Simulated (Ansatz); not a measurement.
# Quasi-harmonic thermodynamics of BAs (F-43m), part 2 of 5

Wanted: α(T), C_P(T) and B(T) of BAs in the quasi-harmonic approximation.

What experiment has found for this phase:
- volume expansion coefficient 11.55 1e-6/K near room temperature (given in “Basic Physical Properties of Cubic Boron Arsenide (three times its linear coefficient)”, 2019, arxiv:1911.11281)
- volume expansion coefficient 10.8 1e-6/K near room temperature (given in “Thermal expansion coefficients of high thermal conducting BAs and BP materials (three times its linear coefficient)”, 2019, arxiv:1906.04101)

Ansatz 0.2.0; DFT LDA, scalar-relativistic, plane waves, PAW.

So far. Step 2 (A first coarse run): The start is under -3.9 GPa at this level and looks like an insulator or semiconductor on this mesh. The relaxed cell has a = 4.732 Å (conventional setting).

### 4. Relaxing to small residual forces and stress

The thresholds are tightened for a last relaxation ahead of the phonons, and where mesh or smearing change with them the cell follows.

Contents of input.yaml:

```yaml
crystal:
  lattice:
    - [0.0, 2.3659270534, 2.3659270534]
    - [2.3659270534, 0.0, 2.3659270534]
    - [2.3659270534, 2.3659270534, 0.0]
  atoms:
    - { symbol: B, position: [0.0, 0.0, 0.0] }
    - { symbol: As, position: [0.25, 0.25, 0.25] }
kpoints:
  mp_grid: { grid: [12, 12, 12] }
hamiltonian:
  xc: lda
scf:
  occupations: { method: fixed }
output:
  forces: true
  stress: true
  eigenvalues: true
  write_density: true
  write_potential: true
  elf: true
  volumetric_format: npy
relax:
  adjacent_minimum: "off"
  f_tol: 0.001
  max_steps: 60
  cell: { stress_tol: 0.01 }
```

Command:

```
ansatz run input.yaml --threads 4 --pin off --max-ram 16384MiB --backend cpu --events-out ev --progress --plain --runs-dir out
```

Numbers of over 12 decimals in the logs are rounded to 6 here.

The program printed:

```text
[...]
Crystal: 2 atoms, lattice volume = 26.487 Å³
Basis set: ecut = 420 eV, 531 PW (Γ)
Bands: 13, of which v1, the nominal top of the filled ones, is band 9 counted from 1 (8 counted from 0)
Symmetry: 24 space group operations
[...]
k-points: 72 of 1728 (time reversal used)
[...]
SCF iter   1: F=—  HF=-4923.533846 eV  |F-HF|=—  |Δ(HF+E_count)|=         —  Δρ=7.26e-3  dr2=1.38e-2  ethr=1.77e-3  ⟨swp⟩=4.3  Hψ=4702  notcnv=0  defer=102
[...]
SCF iter   6: F=-4923.529049 eV  HF=-4923.529049 eV  |F-HF|=1.71e-10  |Δ(HF+E_count)|=   4.78e-8  Δρ=7.00e-6  dr2=4.43e-9  ethr=5.56e-10  ⟨swp⟩=8.6  Hψ=5930  notcnv=0
SCF 1 converged in 6 iterations: F = -4923.529049 eV  dr2 = 4.43e-9
[...]
relax step   1: F+E_penalty+E_count = -4923.52904856 eV  Δ(F+E_penalty+E_count) = +0.000e0 eV  max|allowed force component| = 2.385e-16 eV/Å  Δτ_max = 0.0000 Å  P = +0.030 GPa  Ω = 26.487 Å³  (6 SCF iters, dr2 threshold 1.00e-7 eV, accepted)
Crystal: 2 atoms, lattice volume = 26.491 Å³
[...]
SCF iter   3: F=-4923.529046 eV  HF=-4923.529046 eV  |F-HF|=2.51e-10  |Δ(HF+E_count)|=   2.48e-9  Δρ=3.04e-6  dr2=1.83e-9  ethr=1.27e-11  ⟨swp⟩=6.4  Hψ=4558  notcnv=0
SCF 2 converged in 3 iterations: F = -4923.529046 eV  dr2 = 1.83e-9
relax step   2: F+E_penalty+E_count = -4923.52904615 eV  Δ(F+E_penalty+E_count) = +2.411e-6 eV  max|allowed force component| = 1.061e-16 eV/Å  Δτ_max = 0.0000 Å  P = +0.009 GPa  Ω = 26.491 Å³  energy of the carried Pulay correction = -2.879e-6 eV  (3 SCF iters, dr2 threshold 2.28e-9 eV, accepted)
[...]
SCF iter   1: F=—  HF=-4923.529046 eV  |F-HF|=—  |Δ(HF+E_count)|=         —  Δρ=3.08e-6  dr2=1.92e-9  ethr=6.03e-8  ⟨swp⟩=2.2  Hψ=6973  notcnv=0  defer=130
eigensolver tolerance schedule: the retry pair's looser diagonalisation over-reported the residual by 5661.61 of it (diagonalisation noise at 0.12 of the residual, at the tolerance the schedule requests for it); recorded, not acted on — ethr = c·dr2/N_el stays at c = 1.0e-1
SCF iter   2: F=—  HF=-4923.529046 eV  |F-HF|=—  |Δ(HF+E_count)|=   2.54e-7  Δρ=1.49e-6  dr2=3.76e-10  ethr=1.06e-11  ⟨swp⟩=2.2  Hψ=1576  notcnv=0  defer=13
[...]
SCF iter   5: F=-4923.529046 eV  HF=-4923.529046 eV  |F-HF|=9.09e-13  |Δ(HF+E_count)|=    0.00e0  Δρ=1.11e-8  dr2=2.13e-14  ethr=1.00e-12  ⟨swp⟩=5.8  Hψ=4331  notcnv=0
SCF 3 converged in 5 iterations: F = -4923.529046 eV  dr2 = 2.13e-14
relax step   3: F+E_penalty+E_count = -4923.52904615 eV  Δ(F+E_penalty+E_count) = -1.864e-10 eV  max|allowed force component| = 6.592e-17 eV/Å  Δτ_max = 0.0000 Å  P = +0.009 GPa  Ω = 26.491 Å³  stress off target by 8.84e-3 GPa  SCF on the basis re-selected at this cell (its energy is not comparable with the rows above)  (5 SCF iters)
basis re-selected at this cell: Δ(F+E_penalty+E_count) = -1.864e-10 eV, ΔP = +0.000 GPa vs the last step (what re-selecting the basis moved, of the pressure what is left beyond the Pulay correction that the steps carried, after the strain that the cell walked since its last selection, with what the two solves' SCF thresholds leave and, on support functions, any second-order correction that the steps lacked; it is no  [...]
SCF converged after 5 iterations
Free energy (F): -4923.529046 eV
[...]
Internal energy: -4923.529046 eV  (E = F + TS)
E sigma→0 (E₀):  -4923.529046 eV
Fermi energy:    11.296519 eV
[...]
--- Stress (GPa, compression-positive) ---
        0.008837       0.000000       0.000000
        0.000000       0.008837       0.000000
        0.000000       0.000000       0.008837
  P = ⅓ Tr σ = 0.0088 GPa (0.088 kbar)
--- Band table (eV; the first three rows and the last of 72) ---
  k-point 0: bands = [... 5 lower, -4.3543, 11.2965, 11.2965, 11.2965, 14.5865, 14.5865, 14.5865, 16.3074]
  k-point 1: bands = [... 5 lower, -4.2376, 10.2505, 11.0710, 11.0710, 14.7642, 14.8824, 14.8824, 16.8927]
  k-point 2: bands = [... 5 lower, -3.8911, 8.3032, 10.5961, 10.5961, 14.6889, 15.4944, 15.4944, 18.1481]
  k-point 71: bands = [... 5 lower, 0.0820, 3.2444, 5.6263, 5.9298, 16.5058, 17.3090, 18.0691, 18.5256]
--- Relaxed structure (2 steps of the walk, 2 accepted, 1 SCFs on fresh bases) ---
[...]
cell:  # Å, volume = 26.4909 Å³
    - [0, 2.366042, 2.366042]
    - [2.366042, 0, 2.366042]
    - [2.366042, 2.366042, 0]
  atoms:
    - { symbol: B, position: [0, 0, 0] }
    - { symbol: As, position: [0.25, 0.25, 0.25] }
```

It took 1.8 s on 4 threads of Arm Neoverse V2, shared host; peak memory 0.33 GiB.

Little changed from the start: no atom moved by 0.005 Å and no cell edge by 0.1 %.

This step gave:

| Property | Result |
| --- | --- |
| pressure | 0.008837 GPa |
| gap on the k-mesh | 1.110 eV |
| volume per atom | 13.25 Å³ |

ELF in the ac plane of a cell with a along [110], b along [-110] and c along [001] of the cube at fractional y = 0.000, with atoms of B and As within 0.2 Å of it. It is the smooth field of the valence electrons, not physical close to the nuclei.

Ten even steps from '_' (0.02) to '@' (0.86), each cell a mean:
```
..**@@%%****%%@@**..--@@@@##**##@@@@--
**@@@@##++++##@@@@**##@@%%**==**@@@@##
**%%%%++::::++%%%%**##%%##--..--##%%##
--++**==::::==**++--==****--..--****==
..--++**====**++--....==++++==++++==..
__..--++****++--..____::==******==::__
____..--====--..________::--==--::____
________....______________......______
....____________......______________..
==--..________..--====::__________::==
**++--..____..--++****==::______::==**
--====--....--====--==++==::..::==++==
__--##**====**##--__..++##++==++##++..
```
Columns run along a (6.7 Å), rows up along c (4.7 Å), edges of the conventional cell, whose origin can differ from the input's. Atoms in or near the plane, at fractional coordinates: B at (0.50, 0.00), B at (0.00, 0.00), As at (0.75, 0.75), As at (0.25, 0.75).

Electrostatic potential energy in the ac plane of a cell with a along [110], b along [-110] and c along [001] of the cube at fractional y = 0.000, with atoms of B and As within 0.2 Å of it. With pseudopotentials it is smooth inside the atoms' cores, unlike the true potential.

Ten even steps from '0' (-41 eV) to '9' (22 eV), each cell a mean:
```
0377667620057666750
5665665665575676675
8767996678775898578
8867996688875898578
8865665688875676578
8887667888887666788
8888888888888888888
8888888888888888888
8888888888888888888
8888888888888888888
7788888877788888887
2578888752368888863
0278888610047888740
```
Columns run along a (6.7 Å; values clipped at the 3rd and 97th percentile), rows up along c (4.7 Å), edges of the conventional cell, whose origin can differ from the input's. Atoms in or near the plane, at fractional coordinates: B at (0.50, 0.00), B at (0.00, 0.00), As at (0.75, 0.75), As at (0.25, 0.75).

Valence density in the ac plane of a cell with a along [110], b along [-110] and c along [001] of the cube at fractional y = 0.000, with atoms of B and As within 0.2 Å of it. It is the smooth field of the valence electrons, not physical close to the nuclei.

Ten steps, logarithmic in the rise over the least value, from '_' (0 e/Å³) to '@' (23 e/Å³), each cell a mean:
```
::--::::::::::::--::::--::::::::::--::
::::--==****==--::::::::--++**++--::::
..::--**@@@@**--::....::==%%@@%%==::..
....--**@@@@**::......::==%%@@%%==::..
____::==****==::______..--++**++::..__
____..::::::::..________..::::::..____
________....______________......______
______________________________________
______________________________________
....____________......______________..
::....________....::::..__________..::
::::..________..::::::::..______..::::
::::::........::::::::::..........::::
```
Columns run along a (6.7 Å), rows up along c (4.7 Å), edges of the conventional cell, whose origin can differ from the input's. Atoms in or near the plane, at fractional coordinates: B at (0.50, 0.00), B at (0.00, 0.00), As at (0.75, 0.75), As at (0.25, 0.75).

The residual pressure is 0.0088 GPa, small enough for phonons.

### 5. Relaxing at another setting

The functional, the potentials or the cutoff change, so the crystal is relaxed again at the new setting.

input.yaml, the sections that differ from step 4:

```yaml
crystal:
  lattice:
    - [0.0, 2.3660417805, 2.3660417805]
    - [2.3660417805, 0.0, 2.3660417805]
    - [2.3660417805, 2.3660417805, 0.0]
  atoms:
    - { symbol: B, position: [0.0, 0.0, 0.0] }
    - { symbol: As, position: [0.25, 0.25, 0.25] }
output:
  forces: true
  stress: true
  eigenvalues: true
basis:
  ecutwfc: 550.0
# kpoints, hamiltonian, scf, relax: as in step 4
```

The program printed:

```text
[...]
Crystal: 2 atoms, lattice volume = 26.491 Å³
Basis set: ecut = 550 eV, 749 PW (Γ)
Bands: 13, of which v1, the nominal top of the filled ones, is band 9 counted from 1 (8 counted from 0)
Symmetry: 24 space group operations
[...]
k-points: 72 of 1728 (time reversal used)
[...]
k-point 71: bands = [... 5 lower, 0.0817, 3.2443, 5.6261, 5.9294, 16.5053, 17.3083, 18.0685, 18.5251]
--- Relaxed structure (1 steps of the walk, 1 accepted, 1 SCFs on fresh bases) ---
[...]
cell:  # Å, volume = 26.4909 Å³
    - [0.0, 2.3660417805, 2.3660417805]
    - [2.3660417805, 0.0, 2.3660417805]
    - [2.3660417805, 2.3660417805, 0.0]
  atoms:
    - { symbol: B, position: [0.0, 0.0, 0.0] }
    - { symbol: As, position: [0.250000, 0.250000, 0.250000] }
[key lines of the parts left out:]
SCF converged after 5 iterations
Free energy (F): -4923.531431 eV
Fermi energy:    11.296237 eV
P = ⅓ Tr σ = 0.0003 GPa (0.003 kbar)
```

The job ended after 1.8 s (4 threads; peak memory 0.35 GiB).

Little changed from the start: no atom moved by 0.005 Å and no cell edge by 0.1 %.

This step gave:

```
pressure : 3.45e-4 GPa
```

The residual pressure is 3.4e-4 GPa, small enough for phonons.

[end of part 2 of 5]

[Logs are printed without paths, hosts, clocks, repeated set-up lines and the standing remarks that a program may print on its own settings, such as how far it seeks lower states.]

[Hosts, paths, dates, database ids (printed as entryN), source tags and the programs' standing remarks are cut or masked in the printed files.]

[A step with changed settings may run another functional than the one named; its input shows which.]
